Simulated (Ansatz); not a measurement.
# H on Rh(111): change of the work function

Wanted: Δφ(θ) for H/Rh(111), starting from the fcc site.

Main program and level: Ansatz 0.2.0; plane-wave DFT, PBE, Ansatz PAW.

This is a report of a sequence of runs, with the program logs left out and the cost of each run kept.

**1. The system as given**

The cell holds 4 atoms: 4 Rh. Cell: a = 2.687 Å, b = 2.687 Å, c = 24.582 Å, α = 90.0°, β = 90.0°, γ = 60.0°. Vacuum lies along c.

**2. The clean slab**

The bare slab comes first, as the zero from which every change is counted. The two lowest layers are held at bulk places and the upper ones relax. The dipole correction removes the false field that a one-sided slab makes across the periodic vacuum, so each face gets a flat vacuum level of its own.

File input.yaml:

```yaml
crystal:
  lattice:
    - [2.6870057685, 0.0, 0.0]
    - [1.3435028843, 2.3270152556, 0.0]
    - [0.0, 0.0, 24.5817930688]
  atoms:
    - { symbol: Rh, position: [0.0, 0.0, 0.3661246344] }
    - { symbol: Rh, position: [0.3333333333, 0.3333333333, 0.4553748781] }
    - { symbol: Rh, position: [0.6666666667, 0.6666666667, 0.5446251219] }
    - { symbol: Rh, position: [0.0, 0.0, 0.6338753656] }
kpoints:
  mp_grid: { grid: [12, 12, 1] }
hamiltonian:
  xc: pbe
scf:
  occupations: { method: fermi_dirac, width: 0.1 }
  convergence: { dr2_threshold: 1.0e-08 }
efield:
  axis: 3
  dipole_correction: true
  ramp_position: 0.97
  ramp_width: 0.06
relax:
  f_tol: 0.02
  max_steps: 60
  constraints: [{ sites: [0, 1] }]
output:
  write_potential: true
  write_density: true
  volumetric_format: npy
```

On the command line:

```console
$ ansatz run input.yaml --threads 4 --pin off --max-ram 16384MiB --backend cpu --events-out ev --progress --plain --runs-dir out
```

Wall time 9.2 s (4 threads of Arm Neoverse V1, shared host); peak memory 0.46 GiB; 35 s of CPU time.

Relaxation path:

```csv
step,energy less that of the first step (eV),largest force component (eV/Å)
1,0.0000,0.0350
2,-0.0001,0.0224
3,-0.0001,0.0004
```

The run keeps the 6 symmetry operations that the program found, so distortions that break them were not tested.

Final coordinates:

```cif
data_structure
_symmetry_space_group_name_H-M 'P 1'
_symmetry_Int_Tables_number 1
_cell_length_a 2.6870
_cell_length_b 2.6870
_cell_length_c 24.5818
_cell_angle_alpha 90.000
_cell_angle_beta 90.000
_cell_angle_gamma 60.000
_cell_volume 153.70
loop_
_atom_site_label
_atom_site_type_symbol
_atom_site_fract_x
_atom_site_fract_y
_atom_site_fract_z
_atom_site_occupancy
Rh1 Rh 0.00000 0.00000 0.36612 1
Rh2 Rh 0.33333 0.33333 0.45537 1
Rh3 Rh 0.66667 0.66667 0.54447 1
Rh4 Rh 0.00000 0.00000 0.63355 1
```

This step gave:

```
energy at zero smearing   : -25609.9437 eV
work function, upper face : 5.167 eV
dipole along the normal   : 6.10e-5 e·Å
```

Running mean over 2.194 Å of the planar mean; the ramp of the sawtooth is left out. The electron's electrostatic potential energy less the Fermi level by z:

```csv
z (Å),electron's electrostatic potential energy less the Fermi level (eV)
3.5,5.17
4.0,5.17
4.5,5.17
5.0,5.16
5.5,5.15
6.0,5.10
6.5,4.90
7.0,4.16
7.5,0.989
8.0,-5.57
8.5,-11.0
9.0,-12.7
9.5,-13.0
10.0,-13.1
10.5,-13.1
11.0,-13.2
11.5,-13.3
12.0,-13.3
12.5,-13.3
13.0,-13.3
13.5,-13.2
14.0,-13.2
14.5,-13.1
15.0,-13.0
15.5,-12.8
16.0,-11.5
16.5,-6.58
17.0,0.143
17.5,3.93
18.0,4.85
18.5,5.08
19.0,5.14
19.5,5.16
20.0,5.17
20.5,5.17
21.0,5.17
21.5,5.17
```

The relaxation took 3 steps and lowered the energy by 1.3e-4 eV; the largest force on the free atoms ends at 4.0e-4 eV/Å.

The work function of the upper face is 5.17 eV.

**3. Adsorbate added, k-mesh 4×4×1, coverage 0.111 ML**

System of this step: HRh36 (H/Rh(111)). The cell holds 37 atoms: 36 Rh and 1 H. Its edges and angles: a = 8.061 Å, b = 8.061 Å, c = 25.450 Å, α = 90.0°, β = 90.0°, γ = 60.0°. Vacuum lies along c.

The clean slab as it ended is repeated in the plane and the adsorbate is set on one face; the cell's size fixes the coverage, and the k-mesh shrinks with it to keep the sampling density about even. Adsorbate and upper layers relax, since the dipole depends on the height.

File input.yaml:

```yaml
crystal:
  lattice:
    - [8.0610173054, -1.0e-10, 0.0]
    - [4.0305086528, 6.9810457668, 0.0]
    - [0.0, 0.0, 25.4504523279]
  atoms:
    - { symbol: Rh, position: [0.0, 0.0, 0.3536282925] }
    - { symbol: Rh, position: [0.1111111111, 0.1111111111, 0.4398323015] }
    - { symbol: Rh, position: [0.2222222222, 0.2222222222, 0.5258880227] }
    - { symbol: Rh, position: [0.0, 0.0, 0.6119266672] }
    - { symbol: Rh, position: [0.0, 0.3333333333, 0.3536282925] }
    - { symbol: Rh, position: [0.1111111111, 0.4444444444, 0.4398323015] }
    - { symbol: Rh, position: [0.2222222222, 0.5555555556, 0.5258880227] }
    - { symbol: Rh, position: [0.0, 0.3333333333, 0.6119266672] }
    - { symbol: Rh, position: [0.0, 0.6666666667, 0.3536282925] }
    - { symbol: Rh, position: [0.1111111111, 0.7777777778, 0.4398323015] }
    - { symbol: Rh, position: [0.2222222222, 0.8888888889, 0.5258880227] }
    - { symbol: Rh, position: [0.0, 0.6666666667, 0.6119266672] }
    - { symbol: Rh, position: [0.3333333333, 0.0, 0.3536282925] }
    - { symbol: Rh, position: [0.4444444444, 0.1111111111, 0.4398323015] }
    - { symbol: Rh, position: [0.5555555556, 0.2222222222, 0.5258880227] }
    - { symbol: Rh, position: [0.3333333333, 0.0, 0.6119266672] }
    - { symbol: Rh, position: [0.3333333333, 0.3333333333, 0.3536282925] }
    - { symbol: Rh, position: [0.4444444444, 0.4444444444, 0.4398323015] }
    - { symbol: Rh, position: [0.5555555556, 0.5555555556, 0.5258880227] }
    - { symbol: Rh, position: [0.3333333333, 0.3333333333, 0.6119266672] }
    - { symbol: Rh, position: [0.3333333333, 0.6666666667, 0.3536282925] }
    - { symbol: Rh, position: [0.4444444444, 0.7777777778, 0.4398323015] }
    - { symbol: Rh, position: [0.5555555556, 0.8888888889, 0.5258880227] }
    - { symbol: Rh, position: [0.3333333333, 0.6666666667, 0.6119266672] }
    - { symbol: Rh, position: [0.6666666667, 0.0, 0.3536282925] }
    - { symbol: Rh, position: [0.7777777778, 0.1111111111, 0.4398323015] }
    - { symbol: Rh, position: [0.8888888889, 0.2222222222, 0.5258880227] }
    - { symbol: Rh, position: [0.6666666667, 0.0, 0.6119266672] }
    - { symbol: Rh, position: [0.6666666667, 0.3333333333, 0.3536282925] }
    - { symbol: Rh, position: [0.7777777778, 0.4444444444, 0.4398323015] }
    - { symbol: Rh, position: [0.8888888889, 0.5555555556, 0.5258880227] }
    - { symbol: Rh, position: [0.6666666667, 0.3333333333, 0.6119266672] }
    - { symbol: Rh, position: [0.6666666667, 0.6666666667, 0.3536282925] }
    - { symbol: Rh, position: [0.7777777778, 0.7777777778, 0.4398323015] }
    - { symbol: Rh, position: [0.8888888889, 0.8888888889, 0.5258880227] }
    - { symbol: Rh, position: [0.6666666667, 0.6666666667, 0.6119266672] }
    - { symbol: H, position: [0.1111111111, 0.1111111111, 0.6463717075] }
kpoints:
  mp_grid: { grid: [4, 4, 1] }
hamiltonian:
  xc: pbe
scf:
  occupations: { method: fermi_dirac, width: 0.1 }
  convergence: { dr2_threshold: 1.0e-08 }
efield:
  axis: 3
  dipole_correction: true
  ramp_position: 0.97
  ramp_width: 0.06
relax:
  f_tol: 0.02
  max_steps: 60
  constraints:
    - { sites: [0, 1, 4, 5, 8, 9, 12, 13, 16, 17, 20, 21, 24, 25, 28, 29, 32, 33] }
output:
  write_potential: true
  write_density: true
  volumetric_format: npy
```

Elapsed: 5.8 min, on 4 threads; peak memory 8.8 GiB.

The steps of the relaxation:

```csv
step,energy less that of the first step (eV),largest force component (eV/Å)
1,0.0000,0.6775
2,-0.0659,0.0898
3,-0.0681,0.0073
```

Forces are held to the 6 operations that the program found; a distortion that breaks them can't arise in this run.

The atoms that moved most (Å):

| atom | dx | dy | dz | length |
| --- | --- | --- | --- | --- |
| H37 | 0.000 | 0.000 | 0.123 | 0.123 |
| Rh4 | -0.023 | -0.014 | 0.026 | 0.037 |
| Rh16 | 0.023 | -0.014 | 0.026 | 0.037 |
| Rh8 | 0.000 | 0.027 | 0.026 | 0.037 |
| Rh24 | 0.000 | -0.013 | -0.001 | 0.013 |
| Rh32 | -0.011 | 0.007 | -0.001 | 0.013 |
| Rh20 | 0.011 | 0.007 | -0.001 | 0.013 |
| Rh28 | 0.000 | 0.002 | -0.008 | 0.008 |

Final coordinates:

```
Rh H
1.0
     8.06102    0.00000    0.00000
     4.03051    6.98105    0.00000
     0.00000    0.00000   25.45045
Rh H
36 1
Direct
  0.00000 0.00000 0.35363
  0.11111 0.11111 0.43983
  0.22204 0.22204 0.52605
  0.99806 0.99806 0.61294
  0.00000 0.33333 0.35363
  0.11111 0.44444 0.43983
  0.22221 0.55556 0.52581
  0.99806 0.33721 0.61294
  0.00000 0.66667 0.35363
  0.11111 0.77778 0.43983
  0.22204 0.88925 0.52605
  0.00022 0.66656 0.61163
  0.33333 0.00000 0.35363
  0.44444 0.11111 0.43983
  0.55556 0.22221 0.52581
  0.33721 0.99806 0.61294
  0.33333 0.33333 0.35363
  0.44444 0.44444 0.43983
  0.55556 0.55556 0.52581
  0.33428 0.33428 0.61187
  0.33333 0.66667 0.35363
  0.44444 0.77778 0.43983
  0.55533 0.88900 0.52582
  0.33428 0.66478 0.61187
  0.66667 0.00000 0.35363
  0.77778 0.11111 0.43983
  0.88925 0.22204 0.52605
  0.66656 0.00022 0.61163
  0.66667 0.33333 0.35363
  0.77778 0.44444 0.43983
  0.88900 0.55533 0.52582
  0.66478 0.33428 0.61187
  0.66667 0.66667 0.35363
  0.77778 0.77778 0.43983
  0.88900 0.88900 0.52582
  0.66656 0.66656 0.61163
  0.11111 0.11111 0.65119
```

Numbers from this step:

| Item | Value |
| --- | --- |
| energy at zero smearing | -230505.8928 eV |
| work function, upper face | 5.194 eV |
| dipole along the normal | -0.006110 e·Å |

Running mean over 2.194 Å of the planar mean; the ramp of the sawtooth is left out. Table of electron's electrostatic potential energy less the Fermi level by z:

z (Å), electron's electrostatic potential energy less the Fermi level (eV) and a bar from the least value:
```
      3.0        5.2 ##############################
      3.5        5.2 ##############################
      4.0        5.2 ##############################
      4.5        5.2 ##############################
      5.0        5.2 ##############################
      5.5        5.2 ##############################
      6.0        5.1 ##############################
      6.5        4.9 ##############################
      7.0        4.2 ############################
      7.5        1.0 #######################
      8.0       -5.6 #############
      8.5      -11.0 ####
      9.0      -12.7 #
      9.5      -13.0 #
     10.0      -13.1 
     10.5      -13.1 
     11.0      -13.2 
     11.5      -13.3 
     12.0      -13.3 
     12.5      -13.3 
     13.0      -13.3 
     13.5      -13.2 
     14.0      -13.1 
     14.5      -13.1 
     15.0      -13.0 #
     15.5      -12.9 #
     16.0      -11.7 ###
     16.5       -6.8 ###########
     17.0       -0.1 #####################
     17.5        3.8 ############################
     18.0        4.8 #############################
     18.5        5.1 ##############################
     19.0        5.2 ##############################
     19.5        5.2 ##############################
     20.0        5.2 ##############################
     20.5        5.2 ##############################
     21.0        5.2 ##############################
     21.5        5.2 ##############################
     22.0        5.2 ##############################
```

The relaxation took 3 steps and lowered the energy by 0.068 eV; the largest force on the free atoms ends at 0.0073 eV/Å.

The covered face has 5.19 eV, +0.03 eV against the clean one; the bare back face has moved by +0.01 eV, a measure of how thin the slab is.

**4. Adsorbate added, k-mesh 6×6×1, coverage 0.25 ML**

System of this step: HRh16 (H/Rh(111)). The cell holds 17 atoms: 16 Rh and 1 H. Cell: a = 5.374 Å, b = 5.374 Å, c = 25.450 Å, α = 90.0°, β = 90.0°, γ = 60.0°. Vacuum lies along c.

Another coverage, to see how the dipoles act on each other as their distance changes.

File input.yaml:

```yaml
crystal:
  lattice:
    - [5.374011537, -1.0e-10, 0.0]
    - [2.6870057685, 4.6540305112, 0.0]
    - [0.0, 0.0, 25.4504523279]
  atoms:
    - { symbol: Rh, position: [0.0, 0.0, 0.3536282925] }
    - { symbol: Rh, position: [0.1666666667, 0.1666666667, 0.4398323015] }
    - { symbol: Rh, position: [0.3333333333, 0.3333333333, 0.5258880227] }
    - { symbol: Rh, position: [0.0, 0.0, 0.6119266672] }
    - { symbol: Rh, position: [0.0, 0.5, 0.3536282925] }
    - { symbol: Rh, position: [0.1666666667, 0.6666666667, 0.4398323015] }
    - { symbol: Rh, position: [0.3333333333, 0.8333333333, 0.5258880227] }
    - { symbol: Rh, position: [0.0, 0.5, 0.6119266672] }
    - { symbol: Rh, position: [0.5, 0.0, 0.3536282925] }
    - { symbol: Rh, position: [0.6666666667, 0.1666666667, 0.4398323015] }
    - { symbol: Rh, position: [0.8333333333, 0.3333333333, 0.5258880227] }
    - { symbol: Rh, position: [0.5, 0.0, 0.6119266672] }
    - { symbol: Rh, position: [0.5, 0.5, 0.3536282925] }
    - { symbol: Rh, position: [0.6666666667, 0.6666666667, 0.4398323015] }
    - { symbol: Rh, position: [0.8333333333, 0.8333333333, 0.5258880227] }
    - { symbol: Rh, position: [0.5, 0.5, 0.6119266672] }
    - { symbol: H, position: [0.1666666667, 0.1666666667, 0.6463717075] }
kpoints:
  mp_grid: { grid: [6, 6, 1] }
hamiltonian:
  xc: pbe
scf:
  occupations: { method: fermi_dirac, width: 0.1 }
  convergence: { dr2_threshold: 1.0e-08 }
efield:
  axis: 3
  dipole_correction: true
  ramp_position: 0.97
  ramp_width: 0.06
relax:
  f_tol: 0.02
  max_steps: 60
  constraints: [{ sites: [0, 1, 4, 5, 8, 9, 12, 13] }]
output:
  dos: { projected: true, e_range: [-8, 4] }
  write_potential: true
  write_density: true
  volumetric_format: npy
  elf: true
```

Run time: 87 s. Hardware: 4 threads; peak memory 2.5 GiB; 5.7 min of CPU time.

Relaxation path:

```
step  energy less that of the first step (eV)  largest force component (eV/Å)
   1                                   0.0000                          0.7005
   2                                  -0.0585                          0.0881
   3                                  -0.0601                          0.0223
   4                                  -0.0602                          0.0051
```

Forces are held to the 6 operations that the program found; a distortion that breaks them can't arise in this run.

The atoms that moved most (Å):

```csv
atom,dx,dy,dz,length
H17,0.000,0.000,0.119,0.119
Rh4,-0.020,-0.012,0.020,0.031
Rh12,0.020,-0.012,0.020,0.031
Rh8,0.000,0.023,0.020,0.031
```

Final coordinates:

```xyz
17
Lattice="5.3740 0.0000 0.0000 2.6870 4.6540 0.0000 0.0000 0.0000 25.4505" Properties=species:S:1:pos:R:3
Rh    0.0000    0.0000    9.0000
Rh    1.3435    0.7757   11.1939
Rh    2.6880    1.5519   13.3861
Rh   -0.0202   -0.0116   15.5942
Rh    1.3435    2.3270    9.0000
Rh    2.6870    3.1027   11.1939
Rh    4.0305    3.8772   13.3861
Rh    1.3435    2.3503   15.5942
Rh    2.6870    0.0000    9.0000
Rh    4.0305    0.7757   11.1939
Rh    5.3730    1.5519   13.3861
Rh    2.7072   -0.0116   15.5942
Rh    4.0305    2.3270    9.0000
Rh    5.3740    3.1027   11.1939
Rh    6.7175    3.8784   13.3818
Rh    4.0305    2.3270   15.5749
H     1.3435    0.7757   16.5699
```

This step gave:

```yaml
energy_at_zero_smearing: -102456.1760 eV
work_function_upper_face: 5.203 eV
work_function_lower_face: 5.168 eV
dipole_along_the_normal: -0.004753 e·Å
step_between_the_vacuum_levels: 0.03439 eV
```

The density of states has structure finer than the step of the table below, so its rows give means over 0.25 eV. Peaks (eV: height): -5.080: 42.1, -4.210: 53.3, -3.310: 41.4, -2.770: 51.7, -2.620: 41.3, -1.590: 43.8, 0.300: 48.7.

Table of density of states by energy, zero at the Fermi level; means over each step:

```
energy (eV)  density of states (states/eV a cell)
      -7.75                                     0
      -7.50                                 0.659
      -7.25                                 0.946
      -7.00                                  1.48
      -6.75                                  2.85
      -6.50                                  5.33
      -6.25                                  2.22
      -6.00                                  4.83
      -5.75                                  9.57
      -5.50                                  20.6
      -5.25                                  23.9
      -5.00                                  28.7
      -4.75                                  21.0
      -4.50                                  23.0
      -4.25                                  23.2
      -4.00                                  17.3
      -3.75                                  22.1
      -3.50                                  18.7
      -3.25                                  19.9
      -3.00                                  24.8
      -2.75                                  33.9
      -2.50                                  32.6
      -2.25                                  24.1
      -2.00                                  25.1
      -1.75                                  18.4
      -1.50                                  29.2
      -1.25                                  20.0
      -1.00                                  23.1
      -0.75                                  27.0
      -0.50                                  28.5
      -0.25                                  22.6
       0.00                                  23.5
       0.25                                  36.1
       0.50                                  28.6
       0.75                                  16.3
       1.00                                  7.74
       1.25                                  1.71
       1.50                                  6.77
       1.75                                  7.29
```

Projected DOS per atom over height of the atomic layer and energy from the Fermi level. Layers: Rh4 Rh4 Rh4 Rh4 H from below.

Ten even steps from '_' (0.00 states/eV) to '@' (2.31 states/eV), each cell a mean:
```
........__
__________
--------__
##@@@@**__
##++++##__
%%****%%__
%%==++##__
##++++##__
%%====##__
@@****%%__
@@@@@@@@__
++****++__
++++**++__
++====++__
++++++++__
==@@@@==__
::%%%%..__
__::::____
______..--
________..
__________
__________
```
Columns: height of the atomic layer (Å) from 9 to 16.6 (not evenly spaced); rows upwards: energy from the Fermi level (eV) from -7.96 to 1.95.

Electrostatic potential energy in the ca plane at fractional y = 0.167, with atoms of Rh and H within 0.2 Å of it. With pseudopotentials it is smooth inside the atoms' cores, unlike the true potential.

Ten even steps from '0' (-49 eV) to '9' (10 eV), each cell a mean:
```
87436899888987436887446899999999999999999999
97446898888987446887546899999999999999999999
98778886325888778998778999999999999999999999
99889971000689889999889999999999999999999999
99999960000589999999999999999999999999999999
99888972001689889999889999999999999999999999
98667886446888668898667999999999999999999999
97446898888987446887446899999999999999999999
97446898888987446887546899999999999999999999
98778886325888778998778899999999999999999999
99889971000689889999888679999999999999999999
99999960000589999999997249999999999999999999
99888972001689889999888779999999999999999999
98667887436888768898767899999999999999999999
```
Columns run along c (16.0 Å, from fractional 0.32 to 0.95 of the cell; values clipped at the 3rd and 97th percentile), rows up along a (5.4 Å). Atoms in or near the plane, at fractional coordinates: Rh at (0.44, 0.17), Rh at (0.44, 0.67), H at (0.65, 0.17).

ELF in the ca plane at fractional y = 0.167, with atoms of Rh and H within 0.2 Å of it. It is the smooth field of the valence electrons, not physical close to the nuclei.

Values, 8 rows by 16 columns, each cell a mean:
```
0.29 0.35 0.23 0.24 0.24 0.40 0.25 0.37 0.26 0.12 0.02 0.00 0.00 0.00 0.00 0.00
0.25 0.25 0.30 0.48 0.25 0.28 0.22 0.26 0.23 0.10 0.01 0.00 0.00 0.00 0.00 0.00
0.26 0.26 0.43 0.73 0.28 0.25 0.19 0.25 0.26 0.11 0.01 0.00 0.00 0.00 0.00 0.00
0.25 0.26 0.31 0.50 0.25 0.26 0.21 0.26 0.24 0.10 0.01 0.00 0.00 0.00 0.00 0.00
0.29 0.35 0.23 0.24 0.24 0.40 0.25 0.37 0.26 0.12 0.02 0.00 0.00 0.00 0.00 0.00
0.25 0.25 0.30 0.49 0.25 0.27 0.21 0.24 0.46 0.40 0.04 0.00 0.00 0.00 0.00 0.00
0.27 0.26 0.43 0.73 0.28 0.25 0.18 0.26 0.87 0.73 0.08 0.00 0.00 0.00 0.00 0.00
0.25 0.26 0.31 0.50 0.25 0.26 0.21 0.25 0.49 0.43 0.04 0.00 0.00 0.00 0.00 0.00
```
Columns run along c (16.0 Å, from fractional 0.32 to 0.95 of the cell), rows up along a (5.4 Å). Atoms in or near the plane, at fractional coordinates: Rh at (0.44, 0.17), Rh at (0.44, 0.67), H at (0.65, 0.17).

Valence density in the ca plane at fractional y = 0.167, with atoms of Rh and H within 0.2 Å of it. It is the smooth field of the valence electrons, not physical close to the nuclei.

Values in units of 1e0 e/Å³, 8 rows by 16 columns, each cell a mean:
```
0.8 1.3 0.3 0.4 0.4 1.6 0.5 1.4 0.5 0.0 0.0 0.0 0.0 0.0 0.0 0.0
0.4 0.6 1.0 3.1 0.5 0.7 0.3 0.6 0.3 0.0 0.0 0.0 0.0 0.0 0.0 0.0
0.2 0.3 2.8 9.7 0.7 0.3 0.2 0.3 0.2 0.0 0.0 0.0 0.0 0.0 0.0 0.0
0.4 0.6 1.1 3.3 0.5 0.6 0.3 0.6 0.3 0.0 0.0 0.0 0.0 0.0 0.0 0.0
0.8 1.3 0.3 0.4 0.4 1.6 0.5 1.4 0.5 0.0 0.0 0.0 0.0 0.0 0.0 0.0
0.4 0.6 1.0 3.1 0.5 0.7 0.3 0.6 0.4 0.1 0.0 0.0 0.0 0.0 0.0 0.0
0.2 0.3 2.8 9.7 0.7 0.3 0.2 0.3 0.8 0.1 0.0 0.0 0.0 0.0 0.0 0.0
0.4 0.6 1.1 3.4 0.5 0.6 0.3 0.6 0.4 0.1 0.0 0.0 0.0 0.0 0.0 0.0
```
Columns run along c (16.0 Å, from fractional 0.32 to 0.95 of the cell), rows up along a (5.4 Å). Atoms in or near the plane, at fractional coordinates: Rh at (0.44, 0.17), Rh at (0.44, 0.67), H at (0.65, 0.17).

The relaxation took 4 steps and lowered the energy by 0.060 eV; the largest force on the free atoms ends at 0.0051 eV/Å.

By hand: a sheet of dipoles makes a step −p/(ε₀A) in the electron's potential. With e/ε₀ = 180.95 V·Å, p = -0.004753 e·Å and A = 25.01 Å², that is −180.95 × (-0.004753) / 25.01 = +0.034 eV, and the two vacuum levels of the run differ by +0.034 eV.

The covered face has 5.20 eV, +0.04 eV against the clean one; the bare back face has moved by -0.00 eV, a measure of how thin the slab is.

[end of part 1 of 2]

[Long decimals in the printed logs are rounded to 6 places.]

[Logs are printed without paths, hosts, clocks, repeated set-up lines and the standing remarks that a program may print on its own settings, such as how far it seeks lower states.]

[Hosts, paths, dates, database ids (printed as entryN), source tags and the programs' standing remarks are cut or masked in the printed files.]

[Maps of the electrostatic potential energy from Ansatz leave out the sawtooth potential of an applied field or a dipole correction, so their vacuum need not be flat; planar profiles and work functions include it.]

[The density of states shown here was stored with 400 of the rows of the run's finer table, so its peaks can read low, often by over a quarter, or be missed, and its means over a window can be off by a tenth or more.]
